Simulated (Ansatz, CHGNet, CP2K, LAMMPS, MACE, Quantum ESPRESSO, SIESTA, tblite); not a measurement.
# tblite runs on Na+ PF6- in dimethyl sulfoxide and ethylene carbonate at 300 K (96 atoms)

Aim: run Na+ PF6- in dimethyl sulfoxide and ethylene carbonate at 300 K (96 atoms) in tblite and see how near its forces come to a plane-wave reference, and at what cost.

Main program and level: tblite 0.8.0; the method is named at each step.

### Step 1. Set-up

The cell holds 96 atoms: 19 C, 5 S, 14 O, 42 H, 2 P, 12 F and 2 Na. Its edges and angles: a = 10.520 Å, b = 10.520 Å, c = 10.520 Å, α = 90.0°, β = 90.0°, γ = 90.0°. 5 dimethyl sulfoxide, 3 ethylene carbonate, 2 Na+, 2 PF6- placed at random, at 1.41 g/cm³; overlaps pushed apart, then 10 ps at 550 K with stiff harmonic cages for PF6 and BF4 with UFF radii; Joung-Cheatham ions (J. Phys. Chem. B 112, 9020 (2008)); MMFF94 bonds, angles, torsions, charges and radii (Halgren, J. Comput. Chem. 17, 490 (1996)) in harmonic and 12-6 forms; charges of ions scaled by 0.8. Snapshot after 30 ps at 300 K and fixed volume.

The yardstick, on the same geometry:

* method: Kohn-Sham DFT, PBE, SSSP efficiency 1.3.0 pseudopotentials, plane waves (Quantum ESPRESSO 7.5); sssp-pbe-1.3.0-efficiency, cutoffs 60/480 Ry, Γ point
* r.m.s. force component: 1.032 eV/Å
* longest force: 5.089 eV/Å
* pressure: 3.572 GPa
* gap (highest filled to lowest empty level): 4.066 eV
* time: 97 s on 4 MPI ranks of Arm Neoverse V2, shared host
* CPU time: 6.5 min

### Step 2. GFN1-xTB

Method: GFN1-xTB tight binding, diagonalisation.

File run.py:

```python
import numpy as np
from ase.io import read
from tblite.ase import TBLite

atoms = read("structure.xyz")
atoms.calc = TBLite(method="GFN1-xTB", electronic_temperature=580, accuracy=1.0, max_iterations=250, mixer_damping=0.4, verbosity=1)
energy = atoms.get_potential_energy()
forces = atoms.get_forces()
print(f"energy {energy:.6f} eV")
print("forces (eV/A)")
for i, (a, f) in enumerate(zip(atoms, forces)):
    print(f"{i:4d} {a.symbol:2s} {f[0]:10.5f} {f[1]:10.5f} {f[2]:10.5f}")
stress = -atoms.get_stress(voigt=False) * 160.21766
print("stress (GPa, compression positive)")
for row in stress:
    print(" ".join(f"{x:10.4f}" for x in row))
print("charges (e)")
print(np.array2string(atoms.get_charges(), precision=4, suppress_small=True, max_line_width=110, threshold=100000))
```

File structure.xyz:

```xyz
96
Lattice="10.52015 0.00000 0.00000 0.00000 10.52015 0.00000 0.00000 0.00000 10.52015" Properties=species:S:1:pos:R:3 pbc="T T T"
C 7.32497 1.26757 4.63339
S 7.34506 1.06338 2.88694
C 7.57619 9.74145 3.05116
O 5.98418 1.33143 2.26120
H 6.65999 2.12276 4.99644
H 6.95456 0.29404 5.05577
H 8.36362 1.35079 5.05725
H 8.52595 9.47550 3.51226
H 7.93545 9.30244 2.09772
H 6.76824 9.19714 3.55139
C 3.88614 2.39470 5.78345
S 2.94154 3.74475 6.62643
C 1.78706 2.62625 7.50834
O 3.77421 4.53334 7.61838
H 3.84080 2.54640 4.66421
H 4.89534 2.43973 6.09800
H 3.34120 1.41791 5.88960
H 1.31996 3.12722 8.36426
H 2.22501 1.69837 7.91063
H 0.99826 2.47266 6.76761
C 3.28050 2.75186 1.53731
S 2.12349 4.18344 1.22686
C 2.10866 4.69430 3.01423
O 2.83613 5.23504 0.42133
H 2.76985 2.10971 2.27414
H 3.47060 2.30128 0.56925
H 4.14368 3.03990 1.99452
H 1.47082 4.05573 3.59452
H 1.67523 5.71034 2.93986
H 3.13953 4.77752 3.38633
C 0.86665 7.64647 9.81288
S 10.07609 8.14849 0.46636
C 10.48722 9.97279 0.36105
O 8.72394 7.85392 10.49069
H 1.80705 8.03403 10.13101
H 0.91020 6.56762 9.82393
H 0.63405 7.94492 8.78790
H 9.58596 0.03366 0.82278
H 0.08385 10.31522 9.87095
H 0.97701 9.94322 0.95039
C 4.13295 10.04001 0.60607
S 5.23640 8.72120 1.07895
C 4.08087 8.07453 2.38376
O 5.24387 7.77292 10.44483
H 3.59705 10.51720 1.44263
H 4.67936 0.27626 10.51815
H 3.32700 9.70505 0.01946
H 3.59105 8.86102 2.86632
H 4.62066 7.52170 3.13427
H 3.41600 7.49413 1.84807
O 1.05643 1.08263 3.73076
C 0.77555 0.11446 4.39227
O 0.03829 0.09005 5.51550
C 0.28394 9.33243 6.02784
C 0.68949 8.50512 4.84474
O 1.17720 9.40165 3.97967
[... 36 atom lines left out ...]
F 5.74379 8.67376 6.06918
F 4.25866 7.14276 5.53381
Na 4.00734 5.99017 9.21060
Na 7.46510 7.76566 8.67555
```

Started as:

```console
$ OMP_NUM_THREADS=1 python run.py > output.txt
```

What it wrote:

```text
------------------------------------------------------------
  cycle        total energy    energy error   density error
------------------------------------------------------------
      1     -210.3446750753  -2.1144035E+02   6.4024183E-01
      2     -211.4101953750  -1.0655203E+00   4.0468630E-01
      3     -205.4531926422   5.9570027E+00   3.5677198E-01
      4     -215.1697202924  -9.7165277E+00   1.0262386E-01
      5     -215.2620683704  -9.2348078E-02   3.4597335E-02
      6     -215.2918926232  -2.9824253E-02   1.5576142E-02
      7     -215.2838254834   8.0671398E-03   1.6022795E-02
      8     -215.3024869879  -1.8661505E-02   8.3080907E-03
      9     -215.3080959075  -5.6089196E-03   1.0169679E-03
     10     -215.3080962082  -3.0065934E-07   5.6348031E-04
     11     -215.3080952888   9.1938301E-07   4.1739752E-04
     12     -215.3081122781  -1.6989365E-05   3.6748406E-05
     13     -215.3081121612   1.1691091E-07   3.8416825E-05
     14     -215.3081122992  -1.3802159E-07   7.9243950E-06
------------------------------------------------------------
 total:                                   2.538 sec
energy -5858.832158 eV
forces (eV/A)
   0 C    -0.79902   -0.15197    2.80115
   1 S     0.39178   -0.69097   -1.77336
   2 C     1.15945   -0.56901   -1.03047
   3 O     0.69930   -0.37987    0.87458
   4 H     1.08457   -1.12471   -0.65119
   5 H    -0.05780    1.10481    0.05979
   6 H    -0.92907    0.31317   -0.78320
   7 H    -0.06973    0.83171    1.25171
   8 H    -1.53258    0.34743   -0.24526
   9 H     0.13283    0.32401   -0.44097
  10 C    -1.58183   -0.46895   -1.40890
  11 S    -0.37391    0.64590   -0.01243
  12 C    -0.08645    0.13085    0.59967
  13 O    -0.28954   -1.55106   -0.47949
  14 H     0.09957    0.37721    1.19557
  15 H     0.71142   -0.36256    0.33164
  16 H     0.91631    0.81102    0.43356
  17 H     0.23101    0.25767   -0.26414
  18 H    -0.08003    0.32575   -0.54217
  19 H     0.22375   -0.34939    0.14709
  20 C    -2.68197   -0.12512   -0.83030
  21 S     0.14460   -0.82508    0.58859
  22 C     0.47822    1.53554   -1.21256
  23 O    -0.06025   -0.33936    0.61300
[...]
88 F    -0.89905    1.64133   -0.57481
  89 F    -0.71097   -0.42834    0.65244
  90 F     0.13441    0.80388    1.14302
  91 F     0.49700   -0.43881   -0.03842
  92 F     1.03649    0.67888   -0.17811
  93 F    -0.01103   -1.76889   -0.64243
  94 Na    0.22777    0.04401   -0.06343
  95 Na   -0.25036   -0.21288   -0.07831
stress (GPa, compression positive)
    0.3942     0.9166     0.6025
    0.9166     0.1723     0.2195
    0.6025     0.2195     1.2638
charges (e)
[-0.037   0.2682 -0.0694 -0.516   0.0562  0.0671  0.0626  0.0479  0.054   0.0723 -0.0536  0.2848 -0.0415
 -0.4488  0.0471  0.0646  0.0636  0.068   0.0413  0.0683 -0.0502  0.2701 -0.0477 -0.4572  0.0583  0.0523
  0.0706  0.0644  0.0529  0.0611 -0.0473  0.2639 -0.0493 -0.4421  0.0584  0.0805  0.071   0.0547  0.0574
  0.0427 -0.0359  0.2855 -0.0606 -0.4388  0.0471  0.0522  0.052   0.0568  0.0711  0.0648 -0.5355  0.7446
 -0.3979  0.1678  0.1884 -0.3977  0.0664  0.0692  0.0771  0.0297 -0.4878  0.7514 -0.3966  0.1855  0.1658
 -0.3903  0.0433  0.0718  0.0612  0.0664 -0.4716  0.7555 -0.3945  0.1723  0.1729 -0.3946  0.0811  0.0484
  0.0474  0.062   0.5505 -0.2382 -0.2589 -0.2114 -0.2479 -0.2347 -0.2307  0.5517 -0.2555 -0.2386 -0.2218
 -0.2073 -0.2334 -0.2331  0.5765  0.6123]
```

Run time: 3.2 s. Hardware: 1 thread of Arm Neoverse V2, shared host; peak memory 0.16 GiB.

Banners, paths, timers and routine set-up lines are dropped from the logs unmarked, and long logs keep their key lines alone; longer cuts are marked.

Compared with the plane-wave run:

| Item | Value |
| --- | --- |
| r.m.s. force component | 0.9961 eV/Å |
| r.m.s. difference of force components | 310.1 meV/Å |
| longest difference of force vectors | 1334 meV/Å |
| force difference over r.m.s. force | 30.05 % |
| slope of forces against the reference's | 0.9209 |
| correlation of force components | 0.9538 |
| pressure | 0.6101 GPa |
| pressure difference | -2.962 GPa |

Length of the force difference by element (eV/Å):

```csv
element,atoms,mean,most
C,19,0.52,1.1
F,12,0.20,0.36
H,42,0.25,0.42
Na,2,0.55,0.67
O,14,0.91,1.3
P,2,0.85,1.3
S,5,0.63,1.00
```

Local excerpt of 11 atoms (numbers count through the whole input) about H38, picked at random; x, y, z are measured from there.

```csv
atom,x,y,z,distance (Å),bonds,Mulliken charge (e),Fx,Fy,Fz (eV/Å)
H38,0.00,0.00,0.00,0.00,1,0.05,1.99,-0.97,-0.45
C33,0.90,-0.58,-0.46,1.17,4,-0.05,-0.52,-0.40,1.72
H39,1.02,-0.24,-1.47,1.81,1,0.06,0.21,0.06,-0.40
H40,1.91,-0.61,0.13,2.01,1,0.04,-2.09,0.70,-0.91
H9,-1.65,-1.25,1.27,2.43,1,0.05,-1.53,0.35,-0.25
S32,0.49,-2.41,-0.36,2.48,3,0.26,1.96,0.69,1.32
O63,-1.41,1.25,-2.17,2.87,2,-0.40,3.26,-3.12,-0.74
O34,-0.86,-2.70,-0.85,2.96,2,-0.44,-0.87,0.05,-1.12
H8,-1.06,-1.08,2.69,3.09,1,0.05,-0.07,0.83,1.25
C3,-2.01,-0.81,2.23,3.11,4,-0.07,1.16,-0.57,-1.03
S2,-2.24,1.03,2.06,3.22,3,0.27,0.39,-0.69,-1.77
```

Atoms are counted from 1 here, from 0 in the log.

Forces lie 30 % from the reference's, at 0.0079 times its CPU time (on 1 against 4 cores).

### Step 3. Results

| Property | Result |
| --- | --- |
| force difference from the reference | tblite GFN1-xTB, 30 % |
| its CPU time | 3.1 s |

What this shows: Tight binding differs by 30 % (tblite GFN1-xTB); it is another model, with fitted parameters of its own, and the xTB methods hold dispersion. One electronic-structure run takes under half the reference's CPU time: tblite GFN1-xTB, at 30 % in 3.1 s against 6.5 min; its pressure misses by -3.0 GPa. Periodic xTB results under one method name differ between programs and library versions. The reference's pressure holds the uncorrected Pulay stress of its 60 Ry basis, so small pressure differences, and their order, may be the reference's own error. The network of contacts between molecules at the start is that of the classical potential that made the cell, and needn't be the one that DFT or experiment would give. The reference's PBE has no dispersion term, which matters for the binding between molecules or layers. The density was typed from a rule of thumb and may lie off the real one at this temperature. The electronic-structure runs sample only Γ, in a cell whose shortest periodic width is 11 Å.

[Also dropped from logs without a mark: logging warnings of Python, and SIESTA's first energy breakdown and zero terms.]

[Logs are printed without paths, hosts, clocks, repeated set-up lines and the standing remarks that a program may print on its own settings, such as how far it seeks lower states.]

[Hosts, paths, dates, database ids (printed as entryN), source tags and the programs' standing remarks are cut or masked in the printed files.]

[The MMFF94 radii named for the starting cell were scaled by 0.96; in molecules described by MMFF94, hydrogen bound to N, O or S took a small fixed 12-6 site in their place.]
